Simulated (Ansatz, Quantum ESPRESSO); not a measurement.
## Si3Bi (Pm-3m): zone-centre phonons: relaxation

Quantum ESPRESSO 7.5; DFT LDA, scalar-relativistic, plane waves, PseudoDojo norm-conserving pseudopotentials.

The structure was built from a prototype and need not be the compound's stable phase.

Symmetry: Pm-3m, No. 221, cubic system. Conventional cell: a = 4.179 Å, b = 4.179 Å, c = 4.179 Å, α = 90.00°, β = 90.00°, γ = 90.00°. Bi has 12 Si at 2.95 Å nearest. Nearest to Si lie 4 Bi at 2.95 Å and 8 Si at 2.95 Å. Farther neighbours are not listed.

Step by step:

| step | energy less that of the first step (eV) | largest force (eV/Å) | pressure (GPa) | volume (Å³) |
| --- | --- | --- | --- | --- |
| 1 | 0.0000 | 0.0000 | 4.20 | 72.96 |
| 2 | -0.0315 | 0.0000 | 2.26 | 74.53 |
| 3 | -0.0456 | 0.0000 | 0.35 | 76.29 |
| 4 | -0.0460 | 0.0000 | 0.02 | 76.62 |
| 5 | -0.0460 | 0.0000 | 0.00 | 76.64 |
| 6 | -0.0492 | 0.0000 | 0.09 | 76.64 |

| conventional cell, symmetrised | before | after | change |
| --- | --- | --- | --- |
| a (Å) | 4.179 | 4.248 | +1.7 % |
| b (Å) | 4.179 | 4.248 | +1.7 % |
| c (Å) | 4.179 | 4.248 | +1.7 % |
| volume (Å³/atom) | 18.24 | 19.16 | +5.0 % |

The last row of the table of steps is pw.x's closing run on a basis chosen anew for the final cell, so its energy can jump.

This step gave:

| Item | Value |
| --- | --- |
| volume per atom | 19.16 Å³ |
| pressure | 0.09200 GPa |

The volume changes by +5.0 % from the cell with which this run began.

What was run to get this?

The system, level and task follow from the heading and the kind of results. Meshes, cutoffs and thresholds can't be read from the results; these are the ones that the run used.

The input, relax.in:

```
&control
   calculation = 'vc-relax'
   prefix = 'x'
   outdir = './tmp'
   pseudo_dir = './pseudo'
   tprnfor = .true.
   tstress = .true.
   forc_conv_thr = 2.0d-05
   etot_conv_thr = 1.0d-07
   nstep = 40
/
&system
   ibrav = 0
   nat = 4
   ntyp = 2
   ecutwfc = 62.0
   occupations = 'smearing'
   smearing = 'mv'
   degauss = 0.02
/
&electrons
   conv_thr = 1.0d-11
   mixing_beta = 0.7
   electron_maxstep = 100
/
&ions
/
&cell
   press_conv_thr = 0.2
/
ATOMIC_SPECIES
 Bi    208.9804  Bi.upf
 Si     28.0850  Si.upf
CELL_PARAMETERS angstrom
     4.178575710    0.000000000    0.000000000
     0.000000000    4.178575710    0.000000000
     0.000000000    0.000000000    4.178575710
ATOMIC_POSITIONS crystal
 Bi     0.000000000   0.000000000   0.000000000
 Si     0.000000000   0.500000000   0.500000000
 Si     0.500000000   0.000000000   0.500000000
 Si     0.500000000   0.500000000   0.000000000
K_POINTS automatic
 8 8 8 0 0 0
```

On the command line:

```
> OMP_NUM_THREADS=1 mpirun -n 4 pw.x -nk 4 -in relax.in > relax.out
```

[Host names and launcher messages were left out of these logs when they were recorded.]

[Logs are printed without paths, hosts, clocks, repeated set-up lines and the standing remarks that a program may print on its own settings, such as how far it seeks lower states.]

[Hosts, paths, dates, database ids (printed as entryN), source tags and the programs' standing remarks are cut or masked in the printed files.]
